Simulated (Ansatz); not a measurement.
# Be (P6_3/mmc, 2 atoms in the cell) under biaxial strain in the (0001) plane, that of a and b, part 2 of 2

Aim: how do the optical modes of Be (P6_3/mmc, 2 atoms in the cell) shift and split under this strain?

Ansatz 0.2.0; DFT LDA, scalar-relativistic, plane waves, PAW; PAW set soft_1.

So far, highest optical mode at the zone centre (no LO-TO term) (cm⁻¹): step 5 (zone-centre response at rest) 715; step 7 (strain 4 %) 691.

## 8. A member of the series: biaxial strain of -4 % in the (0001) plane, that of a and b

The cell takes a biaxial strain of -4 % in the (0001) plane, that of a and b. The strained lengths are held, while the rest of the cell and the atoms relax.

File input.yaml:

```yaml
crystal:
  lattice:
    - [2.1387119419, 0.0, 0.0]
    - [-1.069355971, 1.8521788731, 0.0]
    - [0.0, 0.0, 3.5177718857]
  atoms:
    - { symbol: Be, position: [0.3333333333, 0.6666666667, 0.25] }
    - { symbol: Be, position: [0.6666666667, 0.3333333333, 0.75] }
kpoints:
  mp_grid: { grid: [24, 24, 12] }
hamiltonian:
  xc: lda
  pseudopotentials: { kind: paw, azcp: { folder: soft_1 }, xc_functional: pbe }
scf:
  occupations: { method: methfessel_paxton, width: 0.2 }
output:
  forces: true
  stress: true
  eigenvalues: true
relax:
  adjacent_minimum: "off"
  f_tol: 0.001
  max_steps: 60
  cell: { stress_tol: 0.01, fix: [a, b, gamma] }
```

On the command line:

```sh
$ ansatz run input.yaml --threads 4 --pin off --max-ram 10240MiB --backend cpu --events-out ev --progress --plain --runs-dir out
```

Numbers of over 12 decimals in the logs are rounded to 6 here.

The log of the run:

```text
[...]
Crystal: 2 atoms, lattice volume = 13.935 Å³
Basis set: ecut = 420 eV, 287 PW (Γ)
Bands: 6, of which v1, the nominal top of the filled ones, is band 2 counted from 1 (1 counted from 0)
Symmetry: 24 space group operations
[...]
k-points: 427 of 6912
[...]
P = ⅓ Tr σ = 11.5995 GPa (115.995 kbar)
--- Band table (eV; the first three rows and the last of 427) ---
[...]
--- Relaxed structure (3 steps of the walk, 3 accepted, 1 SCFs on fresh bases) ---
[...]
cell:  # Å, volume = 13.9419 Å³
    - [2.138712, 2.8867566493904225e-11, 0]
    - [-1.069356, 1.852179, 0]
    - [0, 0, 3.519540]
  atoms:
    - { symbol: Be, position: [0.333333, 0.666667, 0.250000] }
    - { symbol: Be, position: [0.666667, 0.333333, 0.750000] }
[key lines of the parts left out:]
SCF converged after 3 iterations
Free energy (F): -176.407534 eV
Fermi energy:    9.249863 eV
```

Run time: 2.6 s. Hardware: 4 threads of Arm Neoverse V2, shared host; peak memory 0.33 GiB.

Little changed from the start: no atom moved by 0.005 Å and no cell edge by 0.1 %.

This step gave:

* pressure: 11.60 GPa
* volume per atom: 6.971 Å³

The forces vanish by symmetry.

## 9. Modes of this member: biaxial strain of -4 % in the (0001) plane, that of a and b

The zone-centre modes follow for biaxial strain of -4 % in the (0001) plane, that of a and b.

input.yaml, the sections that differ from step 8:

```yaml
crystal:
  lattice:
    - [2.1387119419, 0.0, 0.0]
    - [-1.069355971, 1.8521788731, 0.0]
    - [0.0, 0.0, 3.5195404074]
  atoms:
    - { symbol: Be, position: [0.3333333333, 0.6666666667, 0.25] }
    - { symbol: Be, position: [0.6666666667, 0.3333333333, 0.75] }
output:
  eigenvalues: true
phonons:
  method: dfpt
# kpoints, hamiltonian, scf: as in step 8
# relax: removed
```

The log of the run:

```text
[...]
Crystal: 2 atoms, lattice volume = 13.942 Å³
Basis set: ecut = 420 eV, 287 PW (Γ), exchange–correlation on 30×30×48 points (8 copies of the dense FFT grid, shifted against one another)
Bands: 6, of which v1, the nominal top of the filled ones, is band 2 counted from 1 (1 counted from 0)
Symmetry: 24 space group operations
k-points: 1099 of 6912 (irreducible under 4 space group operations, time reversal used)
[...]
Free energy (F): -176.407535 eV
[...]
Internal energy: -176.407082 eV  (E = F + TS)
E sigma→0 (E₀):  -176.407421 eV
Entropy (-TS):   -0.000453 eV (-0.226 meV/atom)
Fermi energy:    9.249862 eV
[...]
--- Band table (eV; the first three rows and the last of 1099) ---
[...]
ASR residual: 3.338e-5 → 0.000e0 eV/Å²; symmetrization residual: 2.254e-11 eV/Å²
  ASR residual per site (eV/Å²): 3.34e-5 3.34e-5
  Γ frequencies (cm⁻¹): 0.00 0.00 0.00 488.49 488.49 741.72
[...]
[key lines of the parts left out:]
SCF converged after 6 iterations
```

The job ended after 4.7 s (4 threads; peak memory 0.55 GiB; 16 s of CPU time).

Numbers from this step:

| Property | Result |
| --- | --- |
| sum-rule residual before enforcement | 3.34e-5 eV/Å² |
| highest optical mode at the zone centre (no LO-TO term) | 741.7 cm⁻¹ |
| lowest optical zone-centre mode | 488.5 cm⁻¹ |

Patterns of degenerate modes are one choice out of their space. Modes at Γ:

```csv
mode,frequency (cm⁻¹),symmetry
1,0.0,acoustic
2,0.0,acoustic
3,0.0,acoustic
4,488.5,E2g
5,488.5,E2g
6,741.7,B1g
```

The lowest optical mode is real, 488 cm⁻¹, and the highest lies at 741.7 cm⁻¹.

For the highest optical mode at the zone centre (no LO-TO term), step 5 gave 715 cm⁻¹; this run, with strain -4 %, gives 742 cm⁻¹ (+4 %).

## 10. All members side by side

The members are set side by side, also those not shown above.

Stress is positive in compression; energies are extrapolated to zero smearing, and E0 is that at rest; the edges not held and the atoms are relaxed in each cell; all runs use 24×24×12 k points and Methfessel-Paxton smearing of 0.2 eV. State of the crystal along the series:

| strain (%) | in-plane stress (GPa) | free strain along c (%) | E - E0 (meV/atom) |
| --- | --- | --- | --- |
| -4 | 17.4 | 0.2322 | 30.09 |
| -3 | 12.46 | 0.1818 | 16.53 |
| -2 | 7.944 | 0.1224 | 7.181 |
| -1 | 3.798 | 0.06433 | 1.756 |
| 0 | 0.006771 | 0 | 0 |
| 1 | -3.424 | -0.08173 | 1.625 |
| 2 | -6.537 | -0.1803 | 6.366 |
| 3 | -9.351 | -0.2979 | 14.01 |
| 4 | -11.87 | -0.4436 | 24.32 |

Optical modes are counted from below at rest and tracked from member to member by their patterns, and modes that stay within 0.3 cm⁻¹ of each other stand once; labels, where given, are those at rest; the edges not held and the atoms are relaxed in each cell; all runs use 24×24×12 k points and Methfessel-Paxton smearing of 0.2 eV. Optical modes along the series:

| strain (%) | optical mode 1 E2g (cm⁻¹) | optical mode 2 B1g (cm⁻¹) |
| --- | --- | --- |
| -4 | 488.5 | 741.7 |
| -3 | 485.3 | 734.6 |
| -2 | 482.4 | 727.8 |
| -1 | 480.1 | 721.4 |
| 0 | 478.3 | 715.1 |
| 1 | 476.8 | 708.9 |
| 2 | 475.6 | 702.8 |
| 3 | 474.5 | 696.8 |
| 4 | 473.8 | 691.1 |

Value and slope at zero strain of a cubic (a lower polynomial where under five rows exist) through the rows within 2 % of rest. Slopes at rest:

| mode | frequency (cm⁻¹) | shift per percent of strain (cm⁻¹) | shift per GPa of compressive stress (cm⁻¹) |
| --- | --- | --- | --- |
| optical mode 1 E2g | 478.3 | -1.63 | 0.45 |
| optical mode 2 B1g | 715.1 | -6.24 | 1.73 |

## 11. Summary of results

* members: 9
* highest optical mode at the zone centre (no LO-TO term), at rest: 715.1 cm⁻¹
* biaxial modulus in the (0001) plane, that of a and b: 361 GPa
* optical mode 1 E2g, shift per percent: -1.63 cm⁻¹
* optical mode 2 B1g, shift per percent: -6.24 cm⁻¹

The stress changes by 3.61 GPa for each percent, a biaxial modulus of 361 GPa in the (0001) plane, that of a and b. For each percent the free edge responds with -0.07 %. Within 2 % of rest optical mode 1 E2g bends away from a straight line, so a single slope holds only near rest. The fastest shift in the table of slopes is -6.2 cm⁻¹ for each percent (optical mode 2 B1g), or 1.7 cm⁻¹ for each GPa of compressive stress. For small strain, the measured shift of a line that Raman or infrared light can see, divided by its slope, estimates the stress, if the state of stress is of this kind. These are harmonic frequencies at zero temperature: anharmonic shifts, linewidths and thermal expansion are left out. With no gap, or one that is small against the smearing, the frequencies hang on the k mesh and the smearing, most of all near Kohn anomalies. The PAW files were made for PBE; the program adapts parts of them to the functional of the run, but their partial waves stay those of PBE, an approximation that was not tested in this session. Only the zone centre was solved, so an instability at another wavevector cannot show here.

[Logs are printed without paths, hosts, clocks, repeated set-up lines and the standing remarks that a program may print on its own settings, such as how far it seeks lower states.]

[Hosts, paths, dates, database ids (printed as entryN), source tags and the programs' standing remarks are cut or masked in the printed files.]
